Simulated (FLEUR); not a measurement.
# MnSe: one coupling from two orders, and a test

Can a spin model with one coupling foretell the energy of a further order of MnSe?

Main program and level: FLEUR MaX-R8.1; PBEsol; all-electron FLAPW, Dirac cores, scalar-relativistic bands.

The database entry behind the starting cell is an old determination (1938), so it need not match the best structure at ambient conditions.

## 1. The structure

The structure is cubic, space group F-43m (No. 216). Conventional cell: a = 5.820 Å, b = 5.820 Å, c = 5.820 Å, α = 90.00°, β = 90.00°, γ = 90.00°. Mn has 4 Se at 2.52 Å nearest. Nearest to Se lie 4 Mn at 2.52 Å. Farther neighbours and most contacts between anions are not listed.

## 2. The parallel order

All energies count from this run.

inpgen writes inp.xml from crystal.txt; cutoffs, mixing, functional, smearing and local orbitals are then set in the file. The k list default-1 (kpts.xml, not shown) is a Γ-centred 6×6×6 mesh; where the ranks do not divide the number of points, some are split in two of half the weight.

Contents of inp.xml:

```
<?xml version="1.0" encoding="UTF-8" standalone="no"?>
<fleurInput fleurInputVersion="0.39">
   <comment>
      MnSe
   </comment>
   <calculationSetup>
      <cutoffs Kmax="3.6" Gmax="10.8" GmaxXC="10.8" numbands="0"/>
      <scfLoop itmax="90" minDistance="0.00002" maxIterBroyd="15" imix="Anderson" alpha="0.05" precondParam="0.0" spinf="2.0" sdNocoIR="T"/>
      <coreElectrons ctail="T" frcor="F" kcrel="0" coretail_lmax="0"/>
      <xcFunctional name="PBEs" relativisticCorrections="F"/>
      <magnetism jspins="2"/>
      <soc l_soc="F" theta="0.0" phi="0.0" spav="F"/>
      <expertModes spex="0" secvar="F"/>
      <geometryOptimization l_f="F" forcealpha="1.0" forcemix="BFGS" epsdisp="0.00001" epsforce="0.00001"/>
      <ldaU l_linMix="F" mixParam="0.05" spinf="1.0"/>
   </calculationSetup>
   <cell>
      <bzIntegration valenceElectrons="31.0" mode="hist" fermiSmearingEnergy="0.00293995">
         <kPointListSelection listName="default-1"/>
         <xi:include xmlns:xi="http://www.w3.org/2001/XInclude" href="kpts.xml"> </xi:include>
      </bzIntegration>
      <xi:include xmlns:xi="http://www.w3.org/2001/XInclude" href="sym.xml"> </xi:include>
      <bulkLattice scale="1.0">
         <bravaisMatrix>
            <row-1>    0.0000000000000000     5.4991030225859996     5.4991030225859996</row-1>
            <row-2>    5.4991030225859996     0.0000000000000000     5.4991030225859996</row-2>
            <row-3>    5.4991030225859996     5.4991030225859996     0.0000000000000000</row-3>
         </bravaisMatrix>
      </bulkLattice>
   </cell>
   <atomSpecies>
      <species name="Manganese 4.500" element="Mn" atomicNumber="25">
         <mtSphere radius="2.32" gridPoints="767" logIncrement="0.016"/>
         <atomicCutoffs lmax="8" lnonsphr="6"/>
         <electronConfig flipSpins="F">
            <coreConfig>(1s1/2) (2s1/2) (2p1/2) (2p3/2)</coreConfig>
            <valenceConfig>(3s1/2) (3p1/2) (3p3/2) (4s1/2) (3d3/2) (3d5/2)</valenceConfig>
            <stateOccupation state="(3d3/2)" spinUp="1.75" spinDown="0.25"/>
            <stateOccupation state="(3d5/2)" spinUp="3.0" spinDown="0.0"/>
         </electronConfig>
         <energyParameters s="4" p="4" d="3" f="4"/>
         <lo type="SCLO" l="0" n="3" eDeriv="0"/>
         <lo type="SCLO" l="1" n="3" eDeriv="0"/>
      </species>
      <species name="Selenium (Se)" element="Se" atomicNumber="34">
         <mtSphere radius="2.32" gridPoints="767" logIncrement="0.016"/>
         <atomicCutoffs lmax="8" lnonsphr="6"/>
         <electronConfig flipSpins="F">
            <coreConfig>(1s1/2) (2s1/2) (2p1/2) (2p3/2) (3s1/2) (3p1/2) (3p3/2)</coreConfig>
            <valenceConfig>(4s1/2) (3d3/2) (3d5/2) (4p1/2) (4p3/2)</valenceConfig>
            <stateOccupation state="(4p1/2)" spinUp="0.666667" spinDown="0.666667"/>
            <stateOccupation state="(4p3/2)" spinUp="1.333333" spinDown="1.333333"/>
         </electronConfig>
         <energyParameters s="4" p="4" d="3" f="4"/>
      </species>
   </atomSpecies>
   <atomGroups>
      <atomGroup species="Manganese 4.500">
         <relPos label="                   1">.0000000000 .0000000000 .0000000000</relPos>
         <force calculate="T" relaxXYZ="TTT"/>
      </atomGroup>
      <atomGroup species="Selenium (Se)">
         <relPos label="                   2">1.000/4.000 1.000/4.000 1.000/4.000</relPos>
         <force calculate="T" relaxXYZ="TTT"/>
      </atomGroup>
   </atomGroups>
   <output dos="F" band="F" slice="F">
      <bandDOS minEnergy="-.5*Htr" maxEnergy="0.5*Htr" sigma="0.015" storeEVData="T"/>
      <plotting iplot="0" polar="F">
         <plot TwoD="T" vec1="  1.0  0.0  0.0" vec2="  0.0  1.0  0.0" vec3="  0.0  0.0  1.0" zero="  0.0  0.0  0.0" file="plot"/>
      </plotting>
      <moessbauerParams electricFieldGradient="F" isomerShift="F" coreHyperfine="F" valenceHyperfine="F"/>
   </output>
</fleurInput>
```

Contents of crystal.txt:

```
MnSe
&input film=F cartesian=F /
0.00000000000  2.91000000000  2.91000000000
2.91000000000  0.00000000000  2.91000000000
2.91000000000  2.91000000000  0.00000000000
1.8897261246
1.0 1.0 1.0

2
25 0.00000000000  0.00000000000  0.00000000000 : 4.500
34 0.25000000000  0.25000000000  0.25000000000

&kpt div1=6 div2=6 div3=6 gamma=T /
```

Started as:

```
OMP_NUM_THREADS=1 inpgen -f crystal.txt > inpgen.log  # inp.xml is then edited as shown
OMP_NUM_THREADS=1 mpirun -n 4 fleur_MPI > fleur.log
```

Log:

```text
Welcome to FLEUR        (www.flapw.de)
      MaX-Release 8.1          (www.max-centre.eu)

 ========== k-point set info ==========
 Selected k-point list: default-1
 k-point list type: mesh
 6 x 6 x 6
 Number of k points: 16

 [... set-up left out ...]
 Iteration:     1   Distance:       4.80669521 me/bohr^3
 Iteration:     2   Distance:       4.50052158 me/bohr^3
 Iteration:     3   Distance:       1.71865919 me/bohr^3
 Iteration:     4   Distance:       0.98421922 me/bohr^3
 Iteration:     5   Distance:       0.82008669 me/bohr^3
[...]
<sumOfEigenvalues value="    -2082.3759003486">
               <coreElectrons value="-2051.4797378192"/>
               <valenceElectrons value="-30.8961625294"/>
            </sumOfEigenvalues>
         [... left out ...]
            <freeEnergy value="-3586.1349530784"/>
            <extrapolationTo0K value="-3586.1347215091"/>
         </totalEnergy>
         <densityConvergence units="me/bohr^3">
            <chargeDensity spin="1" distance="0.0000069654"/>
            <chargeDensity spin="2" distance="0.0000063497"/>
            <overallChargeDensity distance="0.0000106539"/>
            <spinDensity distance="0.0000080102"/>
         </densityConvergence>
      </iteration>
```

Wall time 9.5 s (4 MPI ranks of Arm Neoverse V2, shared host); peak memory 0.2 GiB; 38 s of CPU time.

Spin moment in the muffin-tin sphere by atom:

```
atom  spin moment in the muffin-tin sphere (μB)
 Mn1                                       4.37
 Se2                                       0.09
```

This step gave:

| Item | Value |
| --- | --- |
| free energy | -97583.7033 eV |
| program's band gap on this mesh (in a metal only a level spacing) | 0.001094 eV |
| magnetization | 4.936 μB |
| final state | ferromagnetic |

After 18 cycles the largest moment stands at 4.37 μB.

## 3. The orders used for the fit

The other orders were run with the same settings, on meshes that hold the same points. Free energies are divided by the number of Mn atoms; q is in fractions of the reciprocal vectors of the first run's cell.

```
            order  atoms   mesh  free energy (eV)    eV per Mn  largest moment (μB)
              F +      2  6×6×6       -97583.7033  -97583.7033                 4.37
AF q=(0,0,1/2) +-      4  6×6×3      -195167.7395  -97583.8697                 4.24
```

## 4. Counting neighbours

With E = −Σ J e_i·e_j over ordered pairs of unit vectors, turning a neighbour from parallel to opposed costs 2J a Mn atom. So an order lies 2 Σ n J over the parallel one, n being the opposed neighbours in each shell.

```
shell  distance (Å)  neighbours  opposed in AF q=(0,0,1/2) +-  opposed in AF q=(0,1/2,1/2) +-
   J1          4.12          12                             6                               8
   J2          5.82           6                             6                               0
```

Only J1 is kept.

## 5. Solving

```
2 × 6 × J1 = -166.4 meV    (AF q=(0,0,1/2) +-)
J1 = -13.87 meV
```

## 6. The test

The couplings now give the orders that were left out:

```
2 × 8 × (-13.87) = -221.9 meV    (AF q=(0,1/2,1/2) +-)
```

The runs themselves:

```
              order  atoms   mesh  free energy (eV)    eV per Mn  largest moment (μB)  over the parallel order (meV)  foretold (meV)
AF q=(0,1/2,1/2) +-      4  6×3×6      -195167.8354  -97583.9177                 4.20                         -214.4          -221.9
```

## 7. Summary of results

```
effective coupling of the reversed pairs, counted on J1 (Mn–Mn at 4.12 Å) : -13.9 meV
largest miss on the orders left out                                       : 7.5 meV
```

In words: The model misses the order left out by 7.5 meV, 3.5 % of the largest distance from the parallel order, so it holds on this test. The largest moments of the orders differ by 4.0 % of the greatest. One difference fixes one number: it sums all reversed shells and need not be the coupling of the nearest one, even in sign.

[Logs and program files are shortened in this print: banners, set-up blocks, solver, clock and traceback lines can be left out without a mark of their own.]

[Logs are printed without paths, hosts, clocks, repeated set-up lines and the standing remarks that a program may print on its own settings, such as how far it seeks lower states.]

[Hosts, paths, dates, database ids (printed as entryN), source tags and the programs' standing remarks are cut or masked in the printed files.]

[Where a cell is said to come from a database of computed structures, the database is the Materials Project.]
